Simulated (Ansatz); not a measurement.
# Gate voltage at the highest density: Zr2CF2 MXene monolayer

A layer charged from two gates alike needs a voltage that grows with the carrier density; the slope is e over the total capacitance.

**Method.** Ansatz 0.2.0, plane waves with PAW datasets (its set soft_2), PBE-D3(BJ); isolated slab, charged sheets 4 Å from the outer atoms behind model barriers, atoms held, Fermi-Dirac smearing of 0.05 eV. The voltage is that of the gates (their mean) against the layer's Fermi level, from the uncharged case, which has no gap over 0.05 eV.

```
  run  added electrons (10¹³ per cm²)  gate voltage (V)
run 1                           −1.00             −0.36
run 2                           −2.00             −0.71
run 3                           −4.00             −1.43
run 4                           −7.00             −2.50
run 5                          −11.00                 ?
```

Q: Estimate the withheld value from the rows shown.

A least-squares line through the 4 rows shown has slope 0.3571 and intercept −0.0002; no row lies more than 0.01 V off it. The capacitance is 1.602/0.3571 = 4.49 µF/cm², against 4.43 µF/cm² for plates 4 Å apart in vacuum on both sides; it is the larger, as where the added charge has its centre outside the outer atoms (not examined here). At −11.00 it gives 0.3571 × (−11.00) + (−0.0002) = −3.93 V, beyond the rows fitted. Rounding and scatter of the rows alone allow about ±0.012 V there.

The run itself gives −3.93 V: a miss of 0.00 V, or 0.0 % of the value. The line holds within the rounding of the rows.

Caveats: The gates are model sheets, not atoms, and low densities sample few k-points.

[Logs are printed without paths, hosts, clocks, repeated set-up lines and the standing remarks that a program may print on its own settings, such as how far it seeks lower states.]
